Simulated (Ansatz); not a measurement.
# Na on Mo(110): change of the work function, part 2 of 3

Aim: the work function of Mo(110) at several coverages of Na (hollow site), and the dipole that each adsorbate carries.

Ansatz 0.2.0; plane-wave DFT, PBE, Ansatz PAW.

So far, work function, upper face (eV): step 2 (the clean slab) 4.60.

## (3) Adsorbate added, k-mesh 4×4×1, coverage 0.111 ML

System of this step: Na/Mo(110). The cell holds 37 atoms: 36 Mo and 1 Na. Cell: a = 8.184 Å, b = 8.184 Å, c = 27.551 Å, α = 90.0°, β = 90.0°, γ = 70.5°. Vacuum lies along c.

The clean slab as it ended is repeated in the plane and the adsorbate is set on one face; the cell's size fixes the coverage, and the k-mesh shrinks with it to keep the sampling density about even. Adsorbate and upper layers relax, since the dipole depends on the height.

input.yaml reads:

```yaml
crystal:
  lattice:
    - [6.6821590821, -4.725, 0.0]
    - [6.6821590821, 4.725, 0.0]
    - [0.0, 0.0, 27.5505344966]
  atoms:
    - { symbol: Mo, position: [0.0, 0.0, 0.3266724281] }
    - { symbol: Mo, position: [0.1666666667, 0.1666666667, 0.4075197293] }
    - { symbol: Mo, position: [0.0, 0.0, 0.4891740345] }
    - { symbol: Mo, position: [0.1666666667, 0.1666666667, 0.5670727679] }
    - { symbol: Mo, position: [0.0, 0.3333333333, 0.3266724281] }
    - { symbol: Mo, position: [0.1666666667, 0.5, 0.4075197293] }
    - { symbol: Mo, position: [0.0, 0.3333333333, 0.4891740345] }
    - { symbol: Mo, position: [0.1666666667, 0.5, 0.5670727679] }
    - { symbol: Mo, position: [0.0, 0.6666666667, 0.3266724281] }
    - { symbol: Mo, position: [0.1666666667, 0.8333333333, 0.4075197293] }
    - { symbol: Mo, position: [0.0, 0.6666666667, 0.4891740345] }
    - { symbol: Mo, position: [0.1666666667, 0.8333333333, 0.5670727679] }
    - { symbol: Mo, position: [0.3333333333, 0.0, 0.3266724281] }
    - { symbol: Mo, position: [0.5, 0.1666666667, 0.4075197293] }
    - { symbol: Mo, position: [0.3333333333, 0.0, 0.4891740345] }
    - { symbol: Mo, position: [0.5, 0.1666666667, 0.5670727679] }
    - { symbol: Mo, position: [0.3333333333, 0.3333333333, 0.3266724281] }
    - { symbol: Mo, position: [0.5, 0.5, 0.4075197293] }
    - { symbol: Mo, position: [0.3333333333, 0.3333333333, 0.4891740345] }
    - { symbol: Mo, position: [0.5, 0.5, 0.5670727679] }
    - { symbol: Mo, position: [0.3333333333, 0.6666666667, 0.3266724281] }
    - { symbol: Mo, position: [0.5, 0.8333333333, 0.4075197293] }
    - { symbol: Mo, position: [0.3333333333, 0.6666666667, 0.4891740345] }
    - { symbol: Mo, position: [0.5, 0.8333333333, 0.5670727679] }
    - { symbol: Mo, position: [0.6666666667, 0.0, 0.3266724281] }
    - { symbol: Mo, position: [0.8333333333, 0.1666666667, 0.4075197293] }
    - { symbol: Mo, position: [0.6666666667, 0.0, 0.4891740345] }
    - { symbol: Mo, position: [0.8333333333, 0.1666666667, 0.5670727679] }
    - { symbol: Mo, position: [0.6666666667, 0.3333333333, 0.3266724281] }
    - { symbol: Mo, position: [0.8333333333, 0.5, 0.4075197293] }
    - { symbol: Mo, position: [0.6666666667, 0.3333333333, 0.4891740345] }
    - { symbol: Mo, position: [0.8333333333, 0.5, 0.5670727679] }
    - { symbol: Mo, position: [0.6666666667, 0.6666666667, 0.3266724281] }
    - { symbol: Mo, position: [0.8333333333, 0.8333333333, 0.4075197293] }
    - { symbol: Mo, position: [0.6666666667, 0.6666666667, 0.4891740345] }
    - { symbol: Mo, position: [0.8333333333, 0.8333333333, 0.5670727679] }
    - { symbol: Na, position: [0.28, 0.28, 0.6733275719] }
kpoints:
  mp_grid: { grid: [4, 4, 1] }
hamiltonian:
  xc: pbe
scf:
  occupations: { method: fermi_dirac, width: 0.1 }
  convergence: { dr2_threshold: 1.0e-08 }
efield:
  axis: 3
  dipole_correction: true
  ramp_position: 0.97
  ramp_width: 0.06
relax:
  f_tol: 0.02
  max_steps: 60
  constraints:
    - { sites: [0, 1, 4, 5, 8, 9, 12, 13, 16, 17, 20, 21, 24, 25, 28, 29, 32, 33] }
output:
  write_potential: true
  write_density: true
  volumetric_format: npy
```

The run is started by

```sh
ansatz run input.yaml --threads 4 --pin off --max-ram 16384MiB --backend cpu --events-out ev --progress --plain --runs-dir out
```

Log:

```text
[...]
Crystal: 37 atoms, lattice volume = 1739.717 Å³
Basis set: ecut = 420 eV, 33985 PW (Γ), exchange–correlation on 120×120×384 points (8 copies of the dense FFT grid, shifted against one another)
Bands: 308, of which v1, the nominal top of the filled ones, is band 257 counted from 1 (256 counted from 0)
Symmetry: 2 space group operations
[...]
k-points: 7 of 16 (time reversal used)
[...]
SCF iter   1: F=—  HF=-179882.232219 eV  |F-HF|=—  |Δ(HF+E_count)|=         —  Δρ=3.57e-3  dr2=2.29e0  ethr=1.77e-3  p=0.914 e·Å  D=9.51e-2 V/Å  ΔV_dip=-2.62 eV  dr2_dipole=1.14e0  V_vac-E_F(+/−)=2.27/4.89 eV  ⟨swp⟩=10.4  Hψ=11112  notcnv=0
[...]
SCF iter  10: F=-179882.177377 eV  HF=-179882.177377 eV  |F-HF|=5.03e-9  |Δ(HF+E_count)|=   2.92e-8  Δρ=2.40e-7  dr2=1.80e-9  ethr=1.95e-12  p=0.697 e·Å  D=7.25e-2 V/Å  ΔV_dip=-2.00 eV  dr2_dipole=9.97e-11  V_vac-E_F(+/−)=2.68/4.67 eV  ⟨swp⟩=10.6  Hψ=15319  notcnv=0
SCF 1 converged in 10 iterations: F = -179882.177377 eV  dr2 = 1.80e-9
[...]
relax step   1: F+E_penalty+E_count = -179882.17737718 eV  Δ(F+E_penalty+E_count) = +0.000e0 eV  max|allowed force component| = 3.539e-1 eV/Å  Δτ_max = 0.0000 Å  (10 SCF iters, accepted)
[...]
SCF iter   9: F=-179882.194626 eV  HF=-179882.194626 eV  |F-HF|=6.64e-9  |Δ(HF+E_count)|=   3.89e-8  Δρ=3.26e-7  dr2=3.27e-9  ethr=1.95e-12  p=0.663 e·Å  D=6.90e-2 V/Å  ΔV_dip=-1.90 eV  dr2_dipole=6.53e-11  V_vac-E_F(+/−)=2.77/4.67 eV  ⟨swp⟩=11.0  Hψ=15218  notcnv=0
SCF 2 converged in 9 iterations: F = -179882.194626 eV  dr2 = 3.27e-9
relax step   2: F+E_penalty+E_count = -179882.19462602 eV  Δ(F+E_penalty+E_count) = -1.725e-2 eV  max|allowed force component| = 2.504e-1 eV/Å  Δτ_max = 0.0758 Å  (9 SCF iters, accepted)
SCF iter   1: F=—  HF=-179882.224403 eV  |F-HF|=—  |Δ(HF+E_count)|=         —  Δρ=1.21e-3  dr2=5.48e-2  ethr=1.14e-4  p=0.663 e·Å  D=6.90e-2 V/Å  ΔV_dip=-1.90 eV  dr2_dipole=8.02e-3  V_vac-E_F(+/−)=2.78/4.68 eV  ⟨swp⟩=3.9  Hψ=3891  notcnv=0
[...]
SCF iter   9: F=-179882.225692 eV  HF=-179882.225692 eV  |F-HF|=4.31e-9  |Δ(HF+E_count)|=   1.62e-8  Δρ=2.29e-7  dr2=2.04e-9  ethr=1.95e-12  p=0.633 e·Å  D=6.58e-2 V/Å  ΔV_dip=-1.81 eV  dr2_dipole=5.63e-12  V_vac-E_F(+/−)=2.86/4.67 eV  ⟨swp⟩=10.3  Hψ=14191  notcnv=0
SCF 3 converged in 9 iterations: F = -179882.225692 eV  dr2 = 2.04e-9
relax step   3: F+E_penalty+E_count = -179882.22569197 eV  Δ(F+E_penalty+E_count) = -3.107e-2 eV  max|allowed force component| = 4.902e-2 eV/Å  Δτ_max = 0.0895 Å  (9 SCF iters, accepted)
[...]
relax step   4: F+E_penalty+E_count = -179882.22786249 eV  Δ(F+E_penalty+E_count) = -2.171e-3 eV  max|allowed force component| = 8.965e-2 eV/Å  Δτ_max = 0.0626 Å  (8 SCF iters, accepted)
[...]
relax step   5: F+E_penalty+E_count = -179882.23667618 eV  Δ(F+E_penalty+E_count) = -8.814e-3 eV  max|allowed force component| = 3.475e-2 eV/Å  Δτ_max = 0.2000 Å  (9 SCF iters, accepted)
[...]
relax step   6: F+E_penalty+E_count = -179882.23928080 eV  Δ(F+E_penalty+E_count) = -2.605e-3 eV  max|allowed force component| = 8.923e-2 eV/Å  Δτ_max = 0.1966 Å  (9 SCF iters, accepted)
[...]
relax step   7: F+E_penalty+E_count = -179882.24326635 eV  Δ(F+E_penalty+E_count) = -3.986e-3 eV  max|allowed force component| = 2.985e-2 eV/Å  Δτ_max = 0.1686 Å  (9 SCF iters, accepted)
SCF iter   1: F=—  HF=-179882.240543 eV  |F-HF|=—  |Δ(HF+E_count)|=         —  Δρ=2.33e-4  dr2=1.53e-3  ethr=1.90e-6  p=0.617 e·Å  D=6.41e-2 V/Å  ΔV_dip=-1.77 eV  dr2_dipole=2.55e-5  V_vac-E_F(+/−)=2.91/4.67 eV  ⟨swp⟩=3.6  Hψ=3973  notcnv=0
[...]
SCF iter   7: F=-179882.243580 eV  HF=-179882.243580 eV  |F-HF|=5.68e-9  |Δ(HF+E_count)|=   2.87e-8  Δρ=3.14e-7  dr2=3.45e-9  ethr=1.95e-12  p=0.617 e·Å  D=6.42e-2 V/Å  ΔV_dip=-1.77 eV  dr2_dipole=3.70e-11  V_vac-E_F(+/−)=2.91/4.67 eV  ⟨swp⟩=11.3  Hψ=15302  notcnv=0
SCF 8 converged in 7 iterations: F = -179882.243580 eV  dr2 = 3.45e-9
relax step   8: F+E_penalty+E_count = -179882.24358008 eV  Δ(F+E_penalty+E_count) = -3.137e-4 eV  max|allowed force component| = 1.089e-2 eV/Å  Δτ_max = 0.0363 Å  (7 SCF iters, accepted)
NSCF: frozen V_eff on 7 k-points
[...]
SCF converged after 7 iterations
Free energy (F): -179882.243580 eV
[...]
Internal energy: -179881.201957 eV  (E = F + TS)
E sigma→0 (E₀):  -179881.722768 eV
Entropy (-TS):   -1.041623 eV (-28.152 meV/atom)
Fermi energy:    4.431738 eV
Dipole field:    D = 0.064177 V/Å  (p = 0.617017 e·Å, saw-weighted, corrected)
Work function:   Φ+ = 2.9067 eV   Φ− = 4.6748 eV
[...]
--- Forces (eV/Å), atoms counted from 1 ---
  atom   1  Mo    -0.00201222     0.00000000     0.50049598
  atom   2  Mo    -0.01027593     0.00000000    -0.51257863
  atom   3  Mo     0.00215217     0.00000000    -0.00327261
  atom   4  Mo     0.00523077     0.00000000     0.00300152
  atom   5  Mo    -0.00165556    -0.00506179     0.50225077
  atom   6  Mo    -0.00232736     0.00240095    -0.48752448
  atom   7  Mo    -0.00105037    -0.00689307     0.00015338
  atom   8  Mo    -0.00443600     0.00174270    -0.00447140
  atom   9  Mo    -0.00014453    -0.01221340     0.49812144
  atom  10  Mo     0.00534283    -0.00431092    -0.50429594
  atom  11  Mo     0.00530934    -0.01088866     0.00025249
  atom  12  Mo     0.00060484     0.00324980    -0.00015775
  atom  13  Mo    -0.00165556     0.00506179     0.50225077
  atom  14  Mo    -0.00232736    -0.00240095    -0.48752448
  atom  15  Mo    -0.00105037     0.00689307     0.00015338
  atom  16  Mo    -0.00443600    -0.00174270    -0.00447140
  atom  17  Mo     0.00000379     0.00000000     0.48703529
  atom  18  Mo     0.00508069     0.00000000    -0.51460278
  atom  19  Mo     0.00543094     0.00000000    -0.00613128
  atom  20  Mo     0.00254845     0.00000000     0.00566782
  atom  21  Mo     0.00186056    -0.00472368     0.50214947
  atom  22  Mo    -0.00848827     0.00451628    -0.50469482
  atom  23  Mo     0.00053648     0.00167581     0.00178134
  atom  24  Mo    -0.00202192     0.00256744     0.00297742
  atom  25  Mo    -0.00014453     0.01221340     0.49812144
  atom  26  Mo     0.00534283     0.00431092    -0.50429594
  atom  27  Mo     0.00530934     0.01088866     0.00025249
  atom  28  Mo     0.00060484    -0.00324980    -0.00015775
  atom  29  Mo     0.00186056     0.00472368     0.50214947
  atom  30  Mo    -0.00848827    -0.00451628    -0.50469482
  atom  31  Mo     0.00053648    -0.00167581     0.00178134
  atom  32  Mo    -0.00202192    -0.00256744     0.00297742
  atom  33  Mo     0.00222673     0.00000000     0.50036853
  atom  34  Mo    -0.00194846     0.00000000    -0.47391375
  atom  35  Mo     0.00193839     0.00000000    -0.00188749
  atom  36  Mo     0.00152804     0.00000000    -0.00068131
  atom  37  Na     0.00099332     0.00000000     0.00339526
  max |Σ_I F_I| component: 4.32e-5 eV/Å
--- Band table (eV; the first three rows and the last of 7) ---
  k-point 0: bands = [... 253 lower, 4.2229, 4.3394, 4.5494, 4.5709, 4.7646, 4.7834, 4.8120, 5.0203, ... 47 higher]
  k-point 1: bands = [... 253 lower, 4.3600, 4.4260, 4.6524, 4.6604, 4.7277, 4.7450, 4.7607, 4.8397, ... 47 higher]
  k-point 2: bands = [... 253 lower, 4.2960, 4.4060, 4.4145, 4.4798, 4.5215, 4.5291, 4.5571, 4.7347, ... 47 higher]
  k-point 6: bands = [... 253 lower, 3.9753, 3.9822, 4.0021, 4.0080, 4.1064, 4.1728, 4.2531, 4.2567, ... 47 higher]
--- Relaxed structure (8 steps of the walk, 8 accepted, 0 SCFs on fresh bases) ---
  F+E_penalty+E_count = -179882.24358008 eV   max|allowed force component| = 1.089e-2 eV/Å
  atoms:
    - { symbol: Mo, position: [0.0, 0.0, 0.326672] }
    - { symbol: Mo, position: [0.1666666667, 0.1666666667, 0.407520] }
    - { symbol: Mo, position: [0.000135034, 0.000135034, 0.489125] }
    - { symbol: Mo, position: [0.166280, 0.166280, 0.567773] }
    - { symbol: Mo, position: [2.775558e-17, 0.333333, 0.326672] }
    - { symbol: Mo, position: [0.166667, 0.5, 0.407520] }
    - { symbol: Mo, position: [-0.000759242, 0.333217, 0.489060] }
    - { symbol: Mo, position: [0.166487, 0.500187, 0.566626] }
    - { symbol: Mo, position: [0.0, 0.6666666667, 0.326672] }
    - { symbol: Mo, position: [0.166667, 0.8333333333, 0.407520] }
    - { symbol: Mo, position: [-0.000813694, 0.667378, 0.488729] }
    - { symbol: Mo, position: [0.167287, 0.832848, 0.567767] }
    - { symbol: Mo, position: [0.333333, 2.775558e-17, 0.326672] }
    - { symbol: Mo, position: [0.5, 0.166667, 0.407520] }
    - { symbol: Mo, position: [0.333217, -0.000759242, 0.489060] }
    - { symbol: Mo, position: [0.500187, 0.166487, 0.566626] }
    - { symbol: Mo, position: [0.333333, 0.333333, 0.326672] }
    - { symbol: Mo, position: [0.5, 0.5, 0.407520] }
    - { symbol: Mo, position: [0.333269, 0.333269, 0.488865] }
    - { symbol: Mo, position: [0.500174, 0.500174, 0.567796] }
    - { symbol: Mo, position: [0.3333333333, 0.666667, 0.326672] }
    - { symbol: Mo, position: [0.500000, 0.833333, 0.407520] }
    - { symbol: Mo, position: [0.333433, 0.667264, 0.489053] }
    - { symbol: Mo, position: [0.499352, 0.833678, 0.567742] }
    - { symbol: Mo, position: [0.6666666667, 0.0, 0.326672] }
    - { symbol: Mo, position: [0.8333333333, 0.166667, 0.407520] }
    - { symbol: Mo, position: [0.667378, -0.000813694, 0.488729] }
    - { symbol: Mo, position: [0.832848, 0.167287, 0.567767] }
    - { symbol: Mo, position: [0.666667, 0.3333333333, 0.326672] }
    - { symbol: Mo, position: [0.833333, 0.500000, 0.407520] }
    - { symbol: Mo, position: [0.667264, 0.333433, 0.489053] }
    - { symbol: Mo, position: [0.833678, 0.499352, 0.567742] }
    - { symbol: Mo, position: [0.6666666667, 0.6666666667, 0.326672] }
    - { symbol: Mo, position: [0.8333333333, 0.8333333333, 0.407520] }
    - { symbol: Mo, position: [0.666435, 0.666435, 0.489118] }
    - { symbol: Mo, position: [0.833288, 0.833288, 0.566894] }
    - { symbol: Na, position: [0.332145, 0.332145, 0.665977] }
```

It took 24 min on 4 threads of Arm Neoverse V1, shared host; peak memory 9.7 GiB.

The steps of the relaxation:

```tsv
step	energy less that of the first step (eV)	largest force component (eV/Å)
1	0.0000	0.3539
2	-0.0172	0.2504
3	-0.0483	0.0490
4	-0.0505	0.0896
5	-0.0593	0.0348
6	-0.0619	0.0892
7	-0.0659	0.0298
8	-0.0662	0.0109
```

The run keeps the 2 symmetry operations that the program found, so distortions that break them were not tested.

The atoms that moved most (Å):

```tsv
atom	dx	dy	dz	length
Na37	0.697	0.000	-0.202	0.726
Mo20	0.002	0.000	0.020	0.020
Mo4	-0.005	0.000	0.019	0.020
Mo28	0.001	0.005	0.019	0.020
Mo12	0.001	-0.005	0.019	0.020
Mo24	-0.002	0.005	0.018	0.019
Mo32	-0.002	-0.005	0.018	0.019
Mo11	-0.001	0.007	-0.012	0.014
```

The relaxed structure:

```cif
data_structure
_symmetry_space_group_name_H-M 'P 1'
_symmetry_Int_Tables_number 1
_cell_length_a 8.1839
_cell_length_b 8.1839
_cell_length_c 27.5505
_cell_angle_alpha 90.000
_cell_angle_beta 90.000
_cell_angle_gamma 70.529
_cell_volume 1739.72
loop_
_atom_site_label
_atom_site_type_symbol
_atom_site_fract_x
_atom_site_fract_y
_atom_site_fract_z
_atom_site_occupancy
Mo1 Mo 0.00000 0.00000 0.32667 1
Mo2 Mo 0.16667 0.16667 0.40752 1
Mo3 Mo 0.00014 0.00014 0.48913 1
Mo4 Mo 0.16628 0.16628 0.56777 1
Mo5 Mo 0.00000 0.33333 0.32667 1
Mo6 Mo 0.16667 0.50000 0.40752 1
Mo7 Mo 0.99924 0.33322 0.48906 1
Mo8 Mo 0.16649 0.50019 0.56663 1
Mo9 Mo 0.00000 0.66667 0.32667 1
Mo10 Mo 0.16667 0.83333 0.40752 1
Mo11 Mo 0.99919 0.66738 0.48873 1
Mo12 Mo 0.16729 0.83285 0.56777 1
Mo13 Mo 0.33333 0.00000 0.32667 1
Mo14 Mo 0.50000 0.16667 0.40752 1
Mo15 Mo 0.33322 0.99924 0.48906 1
Mo16 Mo 0.50019 0.16649 0.56663 1
Mo17 Mo 0.33333 0.33333 0.32667 1
Mo18 Mo 0.50000 0.50000 0.40752 1
Mo19 Mo 0.33327 0.33327 0.48886 1
Mo20 Mo 0.50017 0.50017 0.56780 1
Mo21 Mo 0.33333 0.66667 0.32667 1
Mo22 Mo 0.50000 0.83333 0.40752 1
Mo23 Mo 0.33343 0.66726 0.48905 1
Mo24 Mo 0.49935 0.83368 0.56774 1
Mo25 Mo 0.66667 0.00000 0.32667 1
Mo26 Mo 0.83333 0.16667 0.40752 1
Mo27 Mo 0.66738 0.99919 0.48873 1
Mo28 Mo 0.83285 0.16729 0.56777 1
Mo29 Mo 0.66667 0.33333 0.32667 1
Mo30 Mo 0.83333 0.50000 0.40752 1
Mo31 Mo 0.66726 0.33343 0.48905 1
Mo32 Mo 0.83368 0.49935 0.56774 1
Mo33 Mo 0.66667 0.66667 0.32667 1
Mo34 Mo 0.83333 0.83333 0.40752 1
Mo35 Mo 0.66643 0.66643 0.48912 1
Mo36 Mo 0.83329 0.83329 0.56689 1
Na37 Na 0.33215 0.33215 0.66598 1
```

This step gave:

```
energy at zero smearing        : -179881.7228 eV
work function, upper face      : 2.907 eV
work function, lower face      : 4.675 eV
dipole along the normal        : 0.6170 e·Å
step between the vacuum levels : -1.768 eV
```

Running mean over 2.227 Å of the planar mean; the ramp of the sawtooth is left out. The electron's electrostatic potential energy less the Fermi level by z:

```tsv
z (Å)	electron's electrostatic potential energy less the Fermi level (eV)
4	4.67
5	4.66
6	4.53
7	3.18
8	-5.99
9	-12.4
10	-12.7
11	-12.9
12	-12.8
13	-12.9
14	-13.3
15	-13.2
16	-11.5
17	-1.99
18	2.55
19	2.55
20	2.84
21	2.90
22	2.91
23	2.91
24	2.91
```

The relaxation took 8 steps and lowered the energy by 0.066 eV; the largest force on the free atoms ends at 0.011 eV/Å.

The covered face has 2.91 eV, -1.69 eV against the clean one; the bare back face has moved by -0.02 eV, a measure of how thin the slab is.

(Continued in part 3 of 3.)

[Long decimals in the printed logs are rounded to 6 places.]

[Logs are printed without paths, hosts, clocks, repeated set-up lines and the standing remarks that a program may print on its own settings, such as how far it seeks lower states.]

[Hosts, paths, dates, database ids (printed as entryN), source tags and the programs' standing remarks are cut or masked in the printed files.]

[Maps of the electrostatic potential energy from Ansatz leave out the sawtooth potential of an applied field or a dipole correction, so their vacuum need not be flat; planar profiles and work functions include it.]
